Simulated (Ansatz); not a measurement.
# How fast states decay through Rb2SiCl3F3, part 3 of 3

Wanted: the relaxed cell of Rb2SiCl3F3, its band edges and its decay constants. It is built by putting Cl for part of the F in the Rb2SiF6 structure of space group Fm-3m, with the volume rescaled by atomic radii. The parent structure comes from the Materials Project.

Ansatz 0.2.0; PBE DFT, plane waves, PAW files (the session's first sound run).

So far, gap on path (eV): step 3 (the bulk crystal and its band edges) 4.59.

The structure was built from a prototype and need not be the compound's stable phase.

## 6. Decaying states in the gap, plane (001), k-mesh 4×4×4

Level of this step: PBE DFT, plane waves, PAW files; complex bands by layer matching along the plane's normal (Ansatz).

The same for the (001) plane, at (0, 0) and (0.5, 0), to see how the decay depends on direction.

Contents of input.yaml:

```yaml
crystal:
  lattice:
    - [6.967676914, 0.0, 0.0]
    - [3.483838457, 6.034185213, 0.0]
    - [3.483838457, 2.011395071, 5.406650243]
  atoms:
    - { symbol: Rb, position: [0.2477691089, 0.2477691089, 0.2566926732] }
    - { symbol: Rb, position: [0.7556256039, 0.7556256039, 0.7331231882] }
    - { symbol: Si, position: [0.9880396783, 0.9880396783, 0.0358809651] }
    - { symbol: F, position: [0.8146496912, 0.1641360247, 0.2065645929] }
    - { symbol: Cl, position: [0.2242259783, 0.2242259783, 0.7848697983] }
    - { symbol: F, position: [0.8146496912, 0.8146496912, 0.2065645929] }
    - { symbol: Cl, position: [0.2242259783, 0.7666782451, 0.7848697983] }
    - { symbol: Cl, position: [0.7666782451, 0.2242259783, 0.7848697983] }
    - { symbol: F, position: [0.1641360247, 0.8146496912, 0.2065645929] }
kpoints:
  mp_grid: { grid: [4, 4, 4] }
scf:
  occupations: { method: fixed }
hamiltonian:
  xc: pbe
output:
  eigenvalues: true
  transmission:
    leads: [[0, 0]]
    kpoints: [[0.0, 0.0], [0.5, 0.0]]
    e_range: [-1.0, 5.59]
    de: 0.13
```

The run is started by

```console
ansatz run input.yaml --threads 2 --pin off --max-ram 4096MiB --backend cpu --events-out ev --progress --plain --runs-dir out
```

Numbers of over 12 decimals in the logs are rounded to 6 here.

Log:

```text
[...]
Crystal: 9 atoms, lattice volume = 227.319 Å³
Basis set: ecut = 420 eV, 4447 PW (Γ)
Bands: 41, of which v1, the nominal top of the filled ones, is band 32 counted from 1 (31 counted from 0)
Symmetry: 6 space group operations
[...]
k-points: 13 of 64 (time reversal used)
[...]
SCF iter   1: F=—  HF=-12846.724518 eV  |F-HF|=—  |Δ(HF+E_count)|=         —  Δρ=1.26e-3  dr2=4.56e-3  ethr=1.77e-3  ⟨swp⟩=5.3  Hψ=2124  notcnv=0  defer=82
[...]
SCF iter   7: F=-12846.723902 eV  HF=-12846.723902 eV  |F-HF|=2.72e-8  |Δ(HF+E_count)|=   1.66e-7  Δρ=3.88e-6  dr2=4.38e-8  ethr=1.56e-10  ⟨swp⟩=14.8  Hψ=3055  notcnv=0
SCF 1 converged in 7 iterations: F = -12846.723902 eV  dr2 = 4.38e-8
[...]
transmission: 12 of 24 steps passed
transmission: 24 of 24 steps passed
SCF converged after 7 iterations
Free energy (F): -12846.723902 eV
[...]
Internal energy: -12846.723902 eV  (E = F + TS)
E sigma→0 (E₀):  -12846.723902 eV
Fermi energy:    1.048717 eV
[...]
--- Band table (eV; the first three rows and the last of 13) ---
  k-point 0: bands = [... 28 lower, 0.2418, 1.0422, 1.0422, 1.0487, 5.6420, 6.7818, 8.2871, 8.2871, ... 5 higher]
  k-point 1: bands = [... 28 lower, 0.1565, 1.0024, 1.0024, 1.0357, 5.9250, 7.0933, 8.6739, 8.6739, ... 5 higher]
  k-point 2: bands = [... 28 lower, 0.0679, 0.9678, 0.9678, 1.0225, 6.1072, 7.8993, 8.2656, 9.0979, ... 5 higher]
  k-point 12: bands = [... 28 lower, 0.1113, 0.5330, 0.7660, 0.7966, 6.6616, 8.2170, 8.6903, 8.9584, ... 5 higher]
--- Transmission ---
  basis      : 367 plane waves across, 12 finite elements along
  points     : 2, as listed
[...]
crystal 0  : Rb2Cl3Si1F3, at the sites [0, 0], period 5.4067 Å: whole cells are its period
[...]
channels       : 0.000000e0 a spin
[...]
slowest decay  : 0.4530 /Å at (0.0000, 0.0000)
```

The job ended after 2.5 min (2 threads of Arm Neoverse V1, shared host; peak memory 1.5 GiB; 4.2 min of CPU time).

This step gave:

```yaml
free_energy: -12846.7239 eV
decay_constant_at_the_filling_level_zone_centre: 0.4530 Å⁻¹
decay_constant_at_the_filling_level_slowest_listed_point: 0.453 Å⁻¹
```

K parallel (0, 0); values up to 1.5 1/Å, a degenerate pair printed once or twice; energies at which all values exceed this have no row. The Im kz of the slowest decaying states by energy, zero at the highest filled level on the SCF mesh:

```tsv
energy (eV)	decay 1 (Å⁻¹)	decay 2 (Å⁻¹)	decay 3 (Å⁻¹)	decay 4 (Å⁻¹)
-1.00	0.0434	0.118	0.513	0.636
-0.74	0.223	0.247	0.589	0.647
-0.48	0.322	0.446	0.637	0.655
-0.22	0.369	0.477	0.593	0.629
0.04	0.244	0.387	0.401	0.665
0.30	0.425	0.452	0.667	0.699
0.56	0.441	0.519	0.667	0.712
0.82	0.453	0.558	0.666	0.720
1.08	0.460	0.584	0.664	0.725
1.34	0.464	0.604	0.661	0.727
1.60	0.465	0.619	0.657	0.727
1.86	0.462	0.630	0.651	0.725
2.12	0.457	0.638	0.645	0.721
2.38	0.448	0.638	0.643	0.715
2.64	0.437	0.631	0.647	0.708
2.90	0.421	0.622	0.648	0.699
3.16	0.402	0.613	0.648	0.689
3.42	0.378	0.603	0.645	0.677
3.68	0.347	0.592	0.641	0.665
3.94	0.308	0.581	0.634	0.651
4.20	0.252	0.569	0.622	0.639
4.46	0.158	0.557	0.606	0.629
4.72	0.546	0.586	0.619	0.731
4.98	0.549	0.563	0.607	0.624
5.24	0.336	0.505	0.537	0.594
5.50	0.324	0.439	0.509	0.580
```

K parallel (0.5, 0); values up to 1.5 1/Å, a degenerate pair printed once or twice; energies at which all values exceed this have no row. Table of Im kz of the slowest decaying states by energy, zero at the highest filled level on the SCF mesh:

```tsv
energy (eV)	decay 1 (Å⁻¹)	decay 2 (Å⁻¹)	decay 3 (Å⁻¹)	decay 4 (Å⁻¹)
-1.00	0.116	0.296	0.413	0.418
-0.74	0.309	0.346	0.446	0.576
-0.48	0.173	0.234	0.246	0.543
-0.22	0.401	0.424	0.448	0.595
0.04	0.397	0.463	0.524	0.630
0.30	0.503	0.521	0.571	0.656
0.56	0.531	0.572	0.604	0.676
0.82	0.553	0.605	0.627	0.692
1.08	0.569	0.628	0.645	0.706
1.34	0.582	0.646	0.658	0.720
1.60	0.591	0.660	0.668	0.738
1.86	0.598	0.670	0.674	0.738
2.12	0.602	0.677	0.679	0.736
2.38	0.605	0.681	0.682	0.732
2.64	0.606	0.681	0.685	0.725
2.90	0.605	0.680	0.686	0.716
3.16	0.603	0.677	0.685	0.704
3.42	0.600	0.672	0.683	0.688
3.68	0.596	0.666	0.668	0.680
3.94	0.591	0.644	0.659	0.675
4.20	0.584	0.615	0.650	0.669
4.46	0.574	0.581	0.639	0.661
4.72	0.541	0.560	0.627	0.653
4.98	0.491	0.542	0.612	0.643
5.24	0.418	0.519	0.595	0.631
5.50	0.0404	0.255	0.489	0.572
```

At the listed wavevectors the last open channel is at -0.87 eV and the next at +4.72 eV on the grid, wider than the gap, since narrow bands can fall between grid energies. At +2.25 eV, the grid energy nearest the filling level (the middle of the gap on the SCF mesh), the slowest state at the listed wavevectors decays with κ = 0.453 Å⁻¹, its amplitude falling by e over 2.2 Å; the first such run, plane (101), gave 0.387 Å⁻¹.

## 7. Band edges at another level

This step: PBEsol DFT, plane waves, PAW files (Ansatz 0.2.0).

The edges again with PBEsol, at the same atoms.

Contents of input.yaml:

```yaml
crystal:
  lattice:
    - [0.1630634236, 4.7638281717, 4.7638281717]
    - [4.9268915953, 0.0, 4.9268915953]
    - [4.9268915953, 4.9268915953, 0.0]
  atoms:
    - { symbol: Rb, position: [0.7433073268, 0.7522308911, 0.7522308911] }
    - { symbol: Rb, position: [0.2668768118, 0.2443743961, 0.2443743961] }
    - { symbol: Si, position: [-0.0358809651, 0.0119603217, 0.0119603217] }
    - { symbol: F, position: [0.7934354071, 0.1853503088, 0.8358639753] }
    - { symbol: Cl, position: [0.2151302017, 0.2333217549, 0.7757740217] }
    - { symbol: F, position: [0.7934354071, 0.8358639753, 0.1853503088] }
    - { symbol: Cl, position: [0.2151302017, 0.7757740217, 0.2333217549] }
    - { symbol: Cl, position: [0.2151302017, 0.7757740217, 0.7757740217] }
    - { symbol: F, position: [0.7934354071, 0.1853503088, 0.1853503088] }
kpoints:
  mp_grid: { grid: [6, 6, 6] }
  band_path: { path: [VBM, CBM], npoints: 30 }
scf:
  occupations: { method: fixed }
hamiltonian:
  xc: pbesol
output:
  eigenvalues: true
```

Log:

```text
[...]
Crystal: 9 atoms, lattice volume = 227.319 Å³
Basis set: ecut = 420 eV, 4447 PW (Γ)
Bands: 41, of which v1, the nominal top of the filled ones, is band 32 counted from 1 (31 counted from 0)
Symmetry: 6 space group operations
[...]
k-points: 32 of 216 (time reversal used)
[...]
SCF iter   1: F=—  HF=-12652.049692 eV  |F-HF|=—  |Δ(HF+E_count)|=         —  Δρ=6.77e-3  dr2=7.90e-2  ethr=1.77e-3  ⟨swp⟩=5.6  Hψ=5235  notcnv=0  defer=205
[...]
SCF iter   7: F=-12652.027069 eV  HF=-12652.027069 eV  |F-HF|=3.23e-8  |Δ(HF+E_count)|=   1.82e-7  Δρ=3.55e-6  dr2=4.91e-8  ethr=1.56e-10  ⟨swp⟩=16.7  Hψ=7775  notcnv=0
SCF 1 converged in 7 iterations: F = -12652.027069 eV  dr2 = 4.91e-8
[...]
SCF converged after 7 iterations
Free energy (F): -12652.027069 eV
[...]
Internal energy: -12652.027069 eV  (E = F + TS)
E sigma→0 (E₀):  -12652.027069 eV
Fermi energy:    1.001400 eV
[...]
--- Band table (eV; the first three rows and the last of 32) ---
  k-point 0: bands = [... 28 lower, 0.1883, 0.9933, 0.9933, 1.0014, 5.5712, 6.6655, 8.1719, 8.1719, ... 5 higher]
  k-point 1: bands = [... 28 lower, 0.1782, 0.8379, 0.9054, 0.9833, 5.7867, 6.8385, 8.2331, 8.3338, ... 5 higher]
  k-point 2: bands = [... 28 lower, 0.1637, 0.5698, 0.7104, 0.9596, 6.2301, 7.2922, 8.2413, 8.7007, ... 5 higher]
  k-point 31: bands = [... 28 lower, 0.0110, 0.9170, 0.9170, 0.9746, 6.0157, 7.8392, 8.1347, 8.9501, ... 5 higher]
```

Elapsed: 54 s, on 2 threads; peak memory 0.54 GiB.

This step gave:

- free energy: -12652.0271 eV
- Fermi energy: 1.001 eV
- gap on the k-mesh: 4.570 eV
- gap on path: 4.570 eV, by band count; negative where bands overlap
- direct gap on path: 4.570 eV

Levels at VBM (eV): -7.04, -4.83, -4.83, -4.59, -3.49, -3.49, -2.96, -2.64, -2.64, -2.15, -1.39, -1.39, -1.02, -0.81, -0.81, -0.01, -0.01, 0.00, 4.57, 5.66, 7.17, 7.17, 7.61, 7.82, 7.82.

The searched edges give 4.57 eV, as on the mesh.

## 8. Complex bands at another level

This step: PBEsol DFT, plane waves, PAW files; complex bands by layer matching along the plane's normal (Ansatz 0.2.0).

The complex bands at that level, over its own gap, at (0, 0) and (0.5, 0).

Contents of input.yaml:

```yaml
crystal:
  lattice:
    - [6.739043506, 0.0, 0.0]
    - [3.137009958, 5.96438395, 0.0]
    - [0.0, 4.069868908, 5.655500743]
  atoms:
    - { symbol: Rb, position: [0.2477691089, 0.4955382179, 0.7522308911] }
    - { symbol: Rb, position: [0.7556256039, 0.5112512079, 0.2443743961] }
    - { symbol: Si, position: [0.9880396783, 0.9760793566, 0.0119603217] }
    - { symbol: F, position: [0.8146496912, 0.9787857159, 0.8358639753] }
    - { symbol: Cl, position: [0.7666782451, 0.4484519566, 0.7757740217] }
    - { symbol: F, position: [0.1641360247, 0.6292993824, 0.1853503088] }
    - { symbol: Cl, position: [0.2242259783, 0.9909042234, 0.2333217549] }
    - { symbol: Cl, position: [0.2242259783, 0.9909042234, 0.7757740217] }
    - { symbol: F, position: [0.8146496912, 0.9787857159, 0.1853503088] }
kpoints:
  mp_grid: { grid: [6, 6, 6] }
scf:
  occupations: { method: fixed }
hamiltonian:
  xc: pbesol
output:
  eigenvalues: true
  transmission:
    leads: [[0, 0]]
    kpoints: [[0.0, 0.0], [0.5, 0.0]]
    e_range: [-1.0, 5.57]
    de: 0.13
```

Log:

```text
[...]
Crystal: 9 atoms, lattice volume = 227.319 Å³
Basis set: ecut = 420 eV, 4447 PW (Γ)
Bands: 41, of which v1, the nominal top of the filled ones, is band 32 counted from 1 (31 counted from 0)
Symmetry: 6 space group operations
[...]
k-points: 32 of 216 (time reversal used)
[...]
SCF iter   1: F=—  HF=-12652.049581 eV  |F-HF|=—  |Δ(HF+E_count)|=         —  Δρ=6.76e-3  dr2=7.88e-2  ethr=1.77e-3  ⟨swp⟩=5.6  Hψ=5234  notcnv=0  defer=199
[...]
SCF iter   7: F=-12652.026991 eV  HF=-12652.026990 eV  |F-HF|=3.47e-8  |Δ(HF+E_count)|=   1.82e-7  Δρ=3.53e-6  dr2=4.80e-8  ethr=1.56e-10  ⟨swp⟩=17.0  Hψ=7761  notcnv=0
SCF 1 converged in 7 iterations: F = -12652.026991 eV  dr2 = 4.80e-8
[...]
transmission: 12 of 24 steps passed
transmission: 24 of 24 steps passed
SCF converged after 7 iterations
Free energy (F): -12652.026991 eV
[...]
Internal energy: -12652.026991 eV  (E = F + TS)
E sigma→0 (E₀):  -12652.026991 eV
Fermi energy:    1.001404 eV
[...]
--- Band table (eV; the first three rows and the last of 32) ---
  k-point 0: bands = [... 28 lower, 0.1883, 0.9933, 0.9933, 1.0014, 5.5712, 6.6657, 8.1720, 8.1720, ... 5 higher]
  k-point 1: bands = [... 28 lower, 0.1782, 0.8379, 0.9054, 0.9833, 5.7868, 6.8387, 8.2332, 8.3339, ... 5 higher]
  k-point 2: bands = [... 28 lower, 0.1637, 0.5698, 0.7104, 0.9596, 6.2301, 7.2924, 8.2415, 8.7007, ... 5 higher]
  k-point 31: bands = [... 28 lower, 0.0110, 0.9170, 0.9170, 0.9746, 6.0158, 7.8396, 8.1348, 8.9503, ... 5 higher]
--- Transmission ---
  basis      : 357 plane waves across, 12 finite elements along
  points     : 2, as listed
[...]
channels       : 0.000000e0 a spin
[...]
slowest decay  : 0.3813 /Å at (0.0000, 0.0000)
```

The job ended after 2.3 min (2 threads; peak memory 1.4 GiB).

This step gave:

| Item | Value |
| --- | --- |
| free energy | -12652.0270 eV |
| level to which the leads are filled | 2.285 eV from the Fermi level |
| decay constant at the filling level, zone centre | 0.3813 Å⁻¹ |
| decay constant at the filling level, slowest listed point | 0.3813 Å⁻¹ |

K parallel (0, 0); values up to 1.5 1/Å, a degenerate pair printed once or twice; energies at which all values exceed this have no row. Table of Im kz of the slowest decaying states by energy, zero at the highest filled level on the SCF mesh:

```tsv
energy (eV)	decay 1 (Å⁻¹)	decay 2 (Å⁻¹)	decay 3 (Å⁻¹)	decay 4 (Å⁻¹)
-1.00	0.192	0.361	0.376	0.458
-0.74	0.183	0.234	0.245	0.367
-0.35	0.400	0.569	0.594	0.635
0.04	0.0945	0.116	0.307	0.483
0.30	0.220	0.285	0.515	0.572
0.56	0.278	0.362	0.538	0.629
0.95	0.329	0.431	0.561	0.636
1.34	0.359	0.473	0.575	0.637
1.60	0.371	0.492	0.58	0.634
1.86	0.378	0.507	0.582	0.630
2.25	0.381	0.522	0.581	0.620
2.64	0.375	0.530	0.574	0.607
2.90	0.366	0.533	0.565	0.597
3.16	0.352	0.533	0.553	0.587
3.55	0.320	0.529	0.530	0.571
3.94	0.268	0.495	0.522	0.552
4.20	0.215	0.467	0.515	0.539
4.46	0.123	0.433	0.506	0.524
4.85	0.369	0.489	0.499	0.605
5.24	0.275	0.468	0.470	0.565
5.50	0.0600	0.175	0.448	0.451
```

K parallel (0.5, 0); values up to 1.5 1/Å, a degenerate pair printed once or twice; energies at which all values exceed this have no row. Table of Im kz of the slowest decaying states by energy, zero at the highest filled level on the SCF mesh:

```tsv
energy (eV)	decay 1 (Å⁻¹)	decay 2 (Å⁻¹)	decay 3 (Å⁻¹)	decay 4 (Å⁻¹)
-1.00	0.159	0.193	0.374	0.556
-0.74	0.181	0.226	0.351	0.488
-0.35	0.363	0.490	0.522	0.624
0.04	0.158	0.199	0.548	0.560
0.30	0.283	0.323	0.591	0.647
0.56	0.349	0.392	0.615	0.617
0.95	0.411	0.459	0.638	0.643
1.34	0.450	0.503	0.653	0.658
1.60	0.468	0.524	0.658	0.664
1.86	0.481	0.540	0.661	0.669
2.25	0.494	0.558	0.661	0.674
2.64	0.501	0.568	0.656	0.676
2.90	0.502	0.572	0.651	0.678
3.16	0.500	0.572	0.644	0.685
3.55	0.493	0.568	0.631	0.669
3.94	0.479	0.557	0.613	0.648
4.20	0.466	0.546	0.599	0.632
4.46	0.447	0.529	0.583	0.613
4.85	0.405	0.493	0.556	0.579
5.24	0.313	0.426	0.524	0.538
5.50	0.296	0.502	0.504	0.604
```

At the listed wavevectors the last open channel is at -0.09 eV and the next at +4.59 eV on the grid. At +2.25 eV, the grid energy nearest the filling level (the middle of the gap on the SCF mesh), the slowest state at the listed wavevectors decays with κ = 0.381 Å⁻¹, its amplitude falling by e over 2.6 Å; the first such run, plane (101), gave 0.387 Å⁻¹.

## 9. What came out

```
band gap                                         : 4.59 eV
least decay constant at mid-gap, normal to (101) : 0.387 Å⁻¹
least decay constant at mid-gap, normal to (001) : 0.453 Å⁻¹
least decay constant on a mesh, normal to (101)  : 0.387 Å⁻¹
least decay constant, PBEsol                     : 0.381 Å⁻¹
```

What this shows: With PBE, the slowest decay at the wavevectors tried is κ = 0.387 Å⁻¹, normal to (101). Through such a film the transmission near mid-gap falls as exp(−2κd), a factor of ten every 3.0 Å. The decay depends on direction: 1.2 times faster normal to (001). A free electron under a barrier of half the gap would need a mass of 0.25 mₑ to decay at this rate. With PBEsol the gap goes from 4.59 to 4.57 eV and the decay constant, over the first 2 listed wavevectors, from 0.387 to 0.381 Å⁻¹. The compound is made up by substitution; its stability against other phases and against distortions of the cell's symmetry was not tested. A semilocal functional narrows gaps, so real decay constants are likely larger.

[Logs are printed without paths, hosts, clocks, repeated set-up lines and the standing remarks that a program may print on its own settings, such as how far it seeks lower states.]

[Hosts, paths, dates, database ids (printed as entryN), source tags and the programs' standing remarks are cut or masked in the printed files.]
